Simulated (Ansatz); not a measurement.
# Band gap of Si3N4 (P6_3/m) from density functionals to GW, part 2 of 2

Aim: the gap of Si3N4 (P6_3/m) at several levels of theory on one structure, with the time that each takes.

Ansatz 0.2.0; density functionals, hybrids and G0W0, plane waves, PAW. Known limits of the many-body steps: finite bands, screening cutoff and k mesh; no spin-orbit coupling in G0W0.

So far. Step 5 (HSE06 on the 3×3×6 mesh): Over mesh and listed points the gap is 5.764 eV, from k = (0.000, 0.000, 0.167) to k = Γ. The least direct gap found is 5.988 eV, at k = Γ. HSE06 against PBE: 5.764 − 4.327 = +1.437 eV. The runs also differ in mesh (6×6×8 and 3×3×6), and the valence top lies at another k point, so how much of this comes from the functional alone is not known. Step 6 (PBE0 on the 3×3×6 mesh): Over mesh and listed points the gap is 6.526 eV, from k = (0.000, 0.000, 0.167) to k = Γ.

In doubt: masses and optical values from hybrid runs of this build are listed as unsure (step 9), which bears on the screening that GW takes from such a start.

### Step 7. DDH-PBE0 on the 3×3×6 mesh

The input asks for a share of exact exchange of one over the crystal's ε∞, which the program works out first.

This step: DFT, dielectric-dependent PBE0 (fraction 1/eps_inf of PBE), plane waves, PAW; PAW set soft_1.

File input.yaml:

```yaml
crystal:
  lattice:
    - [7.6044, 0.0, 0.0]
    - [-3.8022, 6.5856035805, 0.0]
    - [0.0, 0.0, 2.9063]
  atoms:
    - { symbol: Si, position: [0.768477, 0.174557, 0.25] }
    - { symbol: Si, position: [0.59392, 0.768477, 0.75] }
    - { symbol: Si, position: [0.825443, 0.59392, 0.25] }
    - { symbol: Si, position: [0.231523, 0.825443, 0.75] }
    - { symbol: Si, position: [0.40608, 0.231523, 0.25] }
    - { symbol: Si, position: [0.174557, 0.40608, 0.75] }
    - { symbol: "N", position: [0.0305, 0.33024, 0.25] }
    - { symbol: "N", position: [0.70026, 0.0305, 0.75] }
    - { symbol: "N", position: [0.66976, 0.70026, 0.25] }
    - { symbol: "N", position: [0.9695, 0.66976, 0.75] }
    - { symbol: "N", position: [0.29974, 0.9695, 0.25] }
    - { symbol: "N", position: [0.33024, 0.29974, 0.75] }
    - { symbol: "N", position: [0.6666666667, 0.3333333333, 0.25] }
    - { symbol: "N", position: [0.3333333333, 0.6666666667, 0.75] }
  host: atoms
kpoints:
  mp_grid: { grid: [3, 3, 6] }
  band_path:
    path:
      - [0.0, 0.0, 0.0]
      - [0.5, 0.0, 0.0]
      - [0.33333333, 0.33333333, 0.0]
      - [0.0, 0.0, 0.5]
      - [0.5, 0.0, 0.5]
      - [0.33333333, 0.33333333, 0.5]
      - [0.0, 0.0, 0.15]
    npoints: 1
hamiltonian:
  xc:
    exchange: pbe
    correlation: pbe
    exx: { coeff: inverse_dielectric }
  pseudopotentials: { kind: paw, azcp: { folder: soft_1 } }
scf:
  occupations: { method: fixed }
  n_extra_bands: 8
output:
  eigenvalues: true
  write_density: true
  write_potential: true
  elf: true
  volumetric_format: npy
```

Run with:

```
$ ansatz run input.yaml --threads 2 --pin off --max-ram 73728MiB --backend cuda --events-out ev --progress --plain --runs-dir out --devices 1 --max-vram 13GiB
```

Numbers of over 12 decimals in the logs are rounded to 6 here.

The log of the run:

```text
[...]
the fraction of exact exchange is that of a crystal of Si6N8
GPUs: using 1 of 1 available (devices: 1).
[...]
a weight of exact exchange comes from the crystal, and the text's number only plans the run
Solving k-mesh 6×6×6 for the fraction of exact exchange
[...]
Fermi energy:    7.061891 eV
[...]
--- Band table (eV; the first three rows and the last of 12) ---
  k-point 0: bands = [... 28 lower, 5.7135, 6.5572, 6.6262, 6.8339, 13.4581, 13.8364, 14.0800, 14.0800, ... 4 higher]
  k-point 1: bands = [... 28 lower, 5.7310, 5.7310, 5.8384, 7.0619, 14.8247, 15.2110, 15.2110, 15.4152, ... 4 higher]
  k-point 2: bands = [... 28 lower, 5.2218, 5.5264, 5.5264, 6.7007, 14.2056, 14.2056, 15.1529, 15.1529, ... 4 higher]
  k-point 11: bands = [... 28 lower, 5.5542, 5.5542, 5.8619, 5.8619, 14.1913, 14.1913, 14.9835, 14.9835, ... 4 higher]
[key lines of the parts left out:]
Free energy (F): -6906.443789 eV
```

Run time: 1.9 min. Hardware: 1 × NVIDIA H100 80GB HBM3 (shared by 6 runs) with 2 threads of AMD EPYC 7R13 (Zen 3), shared host; peak memory 3.4 GiB.

Numbers from this step:

```
gap                     : 6.396 eV
valence top at          : k = (0.000, 0.000, 0.167)
conduction bottom at    : Γ
least direct gap        : 6.624 eV
exact-exchange fraction : 0.2354
```

Over mesh and listed points the gap is 6.396 eV, from k = (0.000, 0.000, 0.167) to k = Γ. The least direct gap found is 6.624 eV, at k = Γ. DDH-PBE0 against PBE0: 6.396 − 6.526 = −0.130 eV, with the same mesh, files and cutoff, and both edges at the same k points.

### Step 8. G0W0@PBE, 3×3×6 mesh, 798 empty bands, screening to 180 eV, PAW set soft_1 files

G0W0 replaces the xc potential by a self-energy built once from the orbitals of the start. Levels are corrected in the window of bands that the input names, at points of the mesh.

This step: G0W0 on PBE, plane waves, PAW; PAW set soft_1.

Changes to input.yaml since step 7:

```diff
@@ -20,20 +20,6 @@
     - { symbol: "N", position: [0.3333333333, 0.6666666667, 0.75] }
-  host: atoms
 kpoints:
   mp_grid: { grid: [3, 3, 6] }
-  band_path:
-    path:
-      - [0.0, 0.0, 0.0]
-      - [0.5, 0.0, 0.0]
-      - [0.33333333, 0.33333333, 0.0]
-      - [0.0, 0.0, 0.5]
-      - [0.5, 0.0, 0.5]
-      - [0.33333333, 0.33333333, 0.5]
-      - [0.0, 0.0, 0.15]
-    npoints: 1
 hamiltonian:
-  xc:
-    exchange: pbe
-    correlation: pbe
-    exx: { coeff: inverse_dielectric }
+  xc: pbe
   pseudopotentials: { kind: paw, azcp: { folder: soft_1 } }
@@ -41,8 +27,7 @@
   occupations: { method: fixed }
-  n_extra_bands: 8
-output:
-  eigenvalues: true
-  write_density: true
-  write_potential: true
-  elf: true
-  volumetric_format: npy
+gw:
+  n_empty_bands: 798
+  ecut_chi: 180.0
+  qp_bands: [v4, c4]
+  qp_kpoints: band_edges
+  screening: { model: contour_deformation }
```

The log of the run:

```text
GPUs: using 1 of 1 available (devices: 1).
[...]
GPU FFT provider: cuFFT
GPU libraries: cuBLAS 13.8.2, cuFFT 12.4.0, cuSOLVER 12.3.4
Crystal: 14 atoms, lattice volume = 145.546 Å³
Basis set: ecut = 420 eV, 2823 PW (Γ)
Bands: 46, of which v1, the nominal top of the filled ones, is band 32 counted from 1 (31 counted from 0)
Symmetry: 12 space group operations
[...]
k-points: 12 of 54
[...]
0    36     13.1908    -8.1964    -4.5605   -13.5878  0.8269    14.0262    14.0216  root
[...]
11    33     13.3284    -7.9336    -4.5630   -13.2616  0.8280    14.0973    14.0934  root
    11    34     13.3284    -7.9336    -4.5630   -13.2616  0.8280    14.0973    14.0934  root
    11    35     14.1446    -6.9072    -4.5381   -12.1202  0.8296    14.8226    14.8195  root
    11    36     14.1446    -6.9072    -4.5381   -12.1202  0.8296    14.8226    14.8195  root
[key lines of the parts left out:]
SCF converged after 9 iterations
Free energy (F): -6901.770867 eV
Fermi energy:    8.296649 eV
```

Run time: 86 s. Hardware: 1 × NVIDIA H100 80GB HBM3 (shared by 6 runs) with 2 threads; peak memory 2.7 GiB; 2 min of CPU time.

Numbers from this step:

* bands summed: 830
* RPA ε∞ on this mesh (eigenvalues): 3.988, 3.988, 4.082
* plane waves in the screening matrix: 793
* G0W0 gap over the corrected points: 6.096 eV
* k of the valence top: 0, 0, 0.1667
* k of the conduction bottom: 0, 0, 0
* starting gap on the mesh: 4.324 eV
* Z at the valence top: 0.7900
* Z at the conduction bottom: 0.8346
* least direct G0W0 gap over the corrected points: 6.331 eV

Over 10 of 12 irreducible mesh points the G0W0 gap is 6.096 eV, from k = (0.000, 0.000, 0.167) to k = Γ. The PBE gap of this run on the mesh is 4.324 eV. The two states that bound the G0W0 gap lie that far apart at the start, so the correction of the gap is 6.096 − 4.324 = +1.772 eV.

### Step 9. G0W0@HSE06, 3×3×6 mesh, 370 empty bands, screening to 108 eV, PAW set soft_1 files

This step: G0W0 on HSE06, plane waves, PAW; PAW set soft_1.

Changes to input.yaml since step 8:

```diff
@@ -23,3 +23,3 @@
 hamiltonian:
-  xc: pbe
+  xc: hse06
   pseudopotentials: { kind: paw, azcp: { folder: soft_1 } }
@@ -28,4 +28,4 @@
 gw:
-  n_empty_bands: 798
-  ecut_chi: 180.0
+  n_empty_bands: 370
+  ecut_chi: 108
   qp_bands: [v4, c4]
```

The log of the run:

```text
GPUs: using 1 of 1 available (devices: 1).
[...]
GPU FFT provider: cuFFT
GPU libraries: cuBLAS 13.8.2, cuFFT 12.4.0, cuSOLVER 12.3.4
Crystal: 14 atoms, lattice volume = 145.546 Å³
Basis set: ecut = 420 eV, 2823 PW (Γ)
Bands: 46, of which v1, the nominal top of the filled ones, is band 32 counted from 1 (31 counted from 0)
Symmetry: 12 space group operations
[...]
k-points: 12 of 54
[...]
0    35     13.7620    -7.9209    -4.1721   -12.7857  0.8498    14.4572    14.4547  root
     0    36     13.7620    -7.9209    -4.1721   -12.7857  0.8498    14.4572    14.4547  root
[...]
11    33     13.8716    -7.5971    -4.1762   -12.4154  0.8506    14.5159    14.5138  root
    11    34     13.8716    -7.5971    -4.1762   -12.4154  0.8506    14.5159    14.5138  root
    11    35     14.6646    -6.4555    -4.1107   -11.1065  0.8531    15.2065    15.2050  root
    11    36     14.6646    -6.4555    -4.1107   -11.1065  0.8531    15.2065    15.2050  root
[key lines of the parts left out:]
Free energy (F): -6905.129105 eV
Fermi energy:    7.375377 eV
```

Wall time 83 s (1 × NVIDIA H100 80GB HBM3 (shared by 6 runs) with 2 threads); peak memory 2.1 GiB; 1.7 min of CPU time.

Numbers from this step:

```yaml
bands_summed: 402
rpa_eps_infinity_on_this_mesh_eigenvalues: 3.425, 3.425, 3.506
plane_waves_in_the_screening_matrix: 377
g0w0_gap_over_the_corrected_points: 6.540 eV
k_of_the_valence_top: 0, 0, 0.1667
k_of_the_conduction_bottom: 0, 0, 0
starting_gap_on_the_mesh: 5.764 eV
z_at_the_valence_top: 0.8193
z_at_the_conduction_bottom: 0.8560
least_direct_g0w0_gap_over_the_corrected_points: 6.779 eV
```

Over 10 of 12 irreducible mesh points the G0W0 gap is 6.540 eV, from k = (0.000, 0.000, 0.167) to k = Γ. The HSE06 gap of this run on the mesh is 5.764 eV. The two states that bound the G0W0 gap lie that far apart at the start, so the correction of the gap is 6.540 − 5.764 = +0.776 eV. G0W0@HSE06 against G0W0@PBE with 402 bands (a further run, in the table below): 6.540 − 5.921 = +0.619 eV, with the same mesh, files and cutoffs, and both edges at the same k points.

### Step 10. G0W0@PBEsol, 3×3×6 mesh, 370 empty bands, screening to 108 eV, PAW set soft_1 files

This step: G0W0 on PBEsol, plane waves, PAW; PAW set soft_1.

Changes to input.yaml since step 9:

```diff
@@ -23,4 +23,4 @@
 hamiltonian:
-  xc: hse06
-  pseudopotentials: { kind: paw, azcp: { folder: soft_1 } }
+  xc: pbesol
+  pseudopotentials: { kind: paw, azcp: { folder: soft_1 }, xc_functional: pbe }
 scf:
```

The log of the run:

```text
GPUs: using 1 of 1 available (devices: 1).
[...]
GPU FFT provider: cuFFT
GPU libraries: cuBLAS 13.8.2, cuFFT 12.4.0, cuSOLVER 12.3.4
Crystal: 14 atoms, lattice volume = 145.546 Å³
Basis set: ecut = 420 eV, 2823 PW (Γ)
Bands: 46, of which v1, the nominal top of the filled ones, is band 32 counted from 1 (31 counted from 0)
Symmetry: 12 space group operations
[...]
k-points: 12 of 54
[...]
0    36     12.9887    -8.2224    -4.4466   -13.7512  0.8266    14.0790    14.0708  root
[...]
11    33     13.1061    -7.9348    -4.4468   -13.4169  0.8277    14.1489    14.1415  root
    11    34     13.1061    -7.9348    -4.4468   -13.4169  0.8277    14.1489    14.1415  root
    11    35     13.8997    -6.8921    -4.4220   -12.2725  0.8294    14.8648    14.8582  root
    11    36     13.8997    -6.8921    -4.4220   -12.2725  0.8294    14.8648    14.8582  root
[key lines of the parts left out:]
SCF converged after 9 iterations
Free energy (F): -6773.808718 eV
Fermi energy:    8.206793 eV
```

The job ended after 39 s (1 × NVIDIA H100 80GB HBM3 (shared by 6 runs) with 2 threads; peak memory 1.6 GiB; 54 s of CPU time).

Numbers from this step:

```yaml
bands_summed: 402
rpa_eps_infinity_on_this_mesh_eigenvalues: 4.089, 4.089, 4.188
plane_waves_in_the_screening_matrix: 377
g0w0_gap_over_the_corrected_points: 5.934 eV
k_of_the_valence_top: 0, 0, 0.1667
k_of_the_conduction_bottom: 0, 0, 0
starting_gap_on_the_mesh: 4.187 eV
z_at_the_valence_top: 0.7925
z_at_the_conduction_bottom: 0.8340
least_direct_g0w0_gap_over_the_corrected_points: 6.172 eV
```

Over 10 of 12 irreducible mesh points the G0W0 gap is 5.934 eV, from k = (0.000, 0.000, 0.167) to k = Γ. The PBEsol gap of this run on the mesh is 4.187 eV. The two states that bound the G0W0 gap lie that far apart at the start, so the correction of the gap is 5.934 − 4.187 = +1.747 eV. G0W0@PBEsol against G0W0@HSE06 with 402 bands: 5.934 − 6.540 = −0.606 eV, with the same mesh, files and cutoffs, and both edges at the same k points.

### Step 11. Gap and time by level

Each gap is the least one over the points named; times are wall times on shared hosts, not benchmarks. A G0W0 time includes the run's own self-consistent start. Runs with listed points see these and the mesh alone, so an edge that moves elsewhere is missed. Rows marked * are further runs, not shown as steps, whose inputs differ from the G0W0 step on the same start in the columns given; solver thresholds can differ too.

```
      level   mesh       files, cutoff  bands summed, screening                            points  gap (eV)            valence top  conduction bottom  least direct gap (eV)     time
        LDA  6×6×8  soft_1 PAW, 420 eV                        -            mesh and listed points     4.154  (0.000, 0.000, 0.150)                  Γ                  4.353    6.5 s
     PBEsol  6×6×8  soft_1 PAW, 420 eV                        -            mesh and listed points     4.190  (0.000, 0.000, 0.150)                  Γ                  4.388    9.2 s
        PBE  6×6×8  soft_1 PAW, 420 eV                        -                     mesh and path     4.327  (0.000, 0.000, 0.150)                  Γ                  4.521     11 s
      HSE06  3×3×6  soft_1 PAW, 420 eV                        -            mesh and listed points     5.764  (0.000, 0.000, 0.167)                  Γ                  5.988     35 s
       PBE0  3×3×6  soft_1 PAW, 420 eV                        -            mesh and listed points     6.526  (0.000, 0.000, 0.167)                  Γ                  6.756     36 s
   DDH-PBE0  3×3×6  soft_1 PAW, 420 eV                        -            mesh and listed points     6.396  (0.000, 0.000, 0.167)                  Γ                  6.624  1.9 min
  G0W0@PBE*  3×3×6  soft_1 PAW, 420 eV               163, 54 eV  10 of 12 irreducible mesh points     5.752  (0.000, 0.000, 0.167)                  Γ                  6.008     13 s
  G0W0@PBE*  3×3×6  soft_1 PAW, 420 eV              402, 108 eV  10 of 12 irreducible mesh points     5.921  (0.000, 0.000, 0.167)                  Γ                  6.165     38 s
   G0W0@PBE  3×3×6  soft_1 PAW, 420 eV              830, 180 eV  10 of 12 irreducible mesh points     6.096  (0.000, 0.000, 0.167)                  Γ                  6.331     86 s
  G0W0@PBE*  3×3×4  soft_1 PAW, 420 eV              402, 108 eV    8 of 9 irreducible mesh points     6.010  (0.000, 0.000, 0.250)                  Γ                  6.172     25 s
 G0W0@HSE06  3×3×6  soft_1 PAW, 420 eV              402, 108 eV  10 of 12 irreducible mesh points     6.540  (0.000, 0.000, 0.167)                  Γ                  6.779     83 s
G0W0@PBEsol  3×3×6  soft_1 PAW, 420 eV              402, 108 eV  10 of 12 irreducible mesh points     5.934  (0.000, 0.000, 0.167)                  Γ                  6.172     39 s
```

### Step 12. Results

```
LDA, over mesh and listed points                                   : 4.154 eV
PBEsol, over mesh and listed points                                : 4.190 eV
PBE, over mesh and path                                            : 4.327 eV
HSE06, over mesh and listed points                                 : 5.764 eV
PBE0, over mesh and listed points                                  : 6.526 eV
DDH-PBE0, over mesh and listed points                              : 6.396 eV
G0W0@PBE (830 bands, 3×3×6), over 10 of 12 irreducible mesh points : 6.096 eV
G0W0@HSE06, over 10 of 12 irreducible mesh points                  : 6.540 eV
G0W0@PBEsol, over 10 of 12 irreducible mesh points                 : 5.934 eV
known limits                                                       : finite bands, screening cutoff and k mesh; no spin-orbit coupling in G0W0
```

**Reading.** The rows run from 4.154 eV (LDA) to 6.540 eV (G0W0@HSE06). They differ in mesh, bands and screening cutoff of G0W0 and the points over which the gap was sought as well as in level, so only pairs that share these are like for like. PBEsol against LDA: 4.190 − 4.154 = +0.036 eV, with the same mesh, files and cutoff, and both edges at the same k points. PBE against PBEsol: 4.327 − 4.190 = +0.137 eV, with the same mesh, files and cutoff, and both edges at the same k points. PBE0 against HSE06: 6.526 − 5.764 = +0.762 eV, with the same mesh, files and cutoff, and both edges at the same k points. DDH-PBE0 against PBE0: 6.396 − 6.526 = −0.130 eV, with the same mesh, files and cutoff, and both edges at the same k points. G0W0@HSE06 against G0W0@PBE with 402 bands: 6.540 − 5.921 = +0.619 eV, with the same mesh, files and cutoffs, and both edges at the same k points. G0W0@PBEsol against G0W0@HSE06 with 402 bands: 5.934 − 6.540 = −0.606 eV, with the same mesh, files and cutoffs, and both edges at the same k points. The dielectric-dependent hybrid took 0.235 of exact exchange, against 0.25 in PBE0. G0W0@PBE (830 bands, 3×3×6) moves the gap of its own start on the mesh by 6.096 − 4.324 = +1.772 eV, between the same two levels. Over mesh and path, PBE puts the valence top at k = (0.000, 0.000, 0.150), which is no corrected point. The start's gap on the mesh of the G0W0 run, 4.324 eV, is no wider than the 4.327 eV found there (the runs differ in mesh (6×6×8 and 3×3×6)), so it is not shown that this mesh misses an edge. Levels at other points were not corrected, so a lower G0W0 gap elsewhere in the zone is not ruled out. G0W0@HSE06 moves the gap of its own start on the mesh by 6.540 − 5.764 = +0.776 eV, between the same two levels. Both edges that HSE06 shows over mesh and listed points lie at k points where levels were corrected. Levels at other points were not corrected, so a lower G0W0 gap elsewhere in the zone is not ruled out. G0W0@PBEsol moves the gap of its own start on the mesh by 5.934 − 4.187 = +1.747 eV, between the same two levels. Over mesh and listed points, PBEsol puts the valence top at k = (0.000, 0.000, 0.150), which is no corrected point. The start's gap on the mesh of the G0W0 run, 4.187 eV, is no wider than the 4.190 eV found there (the runs differ in mesh (6×6×8 and 3×3×6)), so it is not shown that this mesh misses an edge. Levels at other points were not corrected, so a lower G0W0 gap elsewhere in the zone is not ruled out. For G0W0@PBE: from 163 bands and 54 eV to 830 bands and 180 eV the gap moves by 6.096 − 5.752 = +0.344 eV (rung by rung 5.752, 5.921, 6.096 eV); bands and screening cutoff rise together, so their parts are not told apart. A line in one over the bands through the two highest rungs gives 6.096 + (6.096 − 5.921) × 402 / (830 − 402) = 6.260 eV, and through the pair below 5.921 + (5.921 − 5.752) × 163 / (402 − 163) = 6.036 eV. The two differ by 0.224 eV, not under the 0.030 eV asked, so the law does not hold well over these rungs and the limit is not known. The other G0W0 rows are shown at one basis each (402 bands), so their distance from the limit is not known here. With the 3×3×4 mesh in place of the 3×3×6 mesh and all else as in the G0W0@PBE row with 402 bands, the gap differs by 6.010 − 5.921 = +0.089 eV, and that of the start by 4.394 − 4.324 = +0.070 eV; an edge lies at another k point, so this need not be the shift of one pair of states. The G0W0 runs are scalar-relativistic. G0W0@PBE runs of this series with other atomic data on the same mesh, not shown as steps, give 5.947 eV (hard PAW, 870 eV, 402 bands, screening to 108 eV; the table's row with the same empty bands and screening cutoff has 5.921 eV); where bands and cutoffs differ too, the part of the files is not isolated.

[Paths, hosts, dates, memory and timing lines, banners, echoed tables and standing remarks are left out of the program output.]

[Logs are printed without paths, hosts, clocks, repeated set-up lines and the standing remarks that a program may print on its own settings, such as how far it seeks lower states.]

[Runs of the session that timed out or met a known fault of the program may be left out.]

[Cells called generated may have been cut or substituted from an entry of the Crystallography Open Database or the Materials Project.]

[Hosts, paths, dates, database ids (printed as entryN), source tags and the programs' standing remarks are cut or masked in the printed files.]

[Where an RPA ε∞ is given, it is that of the G0W0 mesh and is not shown converged in it. Names of k-points follow the symmetry that the program found, which can be lower than the space group named. Band edges on a path are those of the sampled points; other points can move an edge, and change direct to indirect where valleys lie close.]

[Hybrid gaps are those of their k-mesh and are not shown converged in it.]
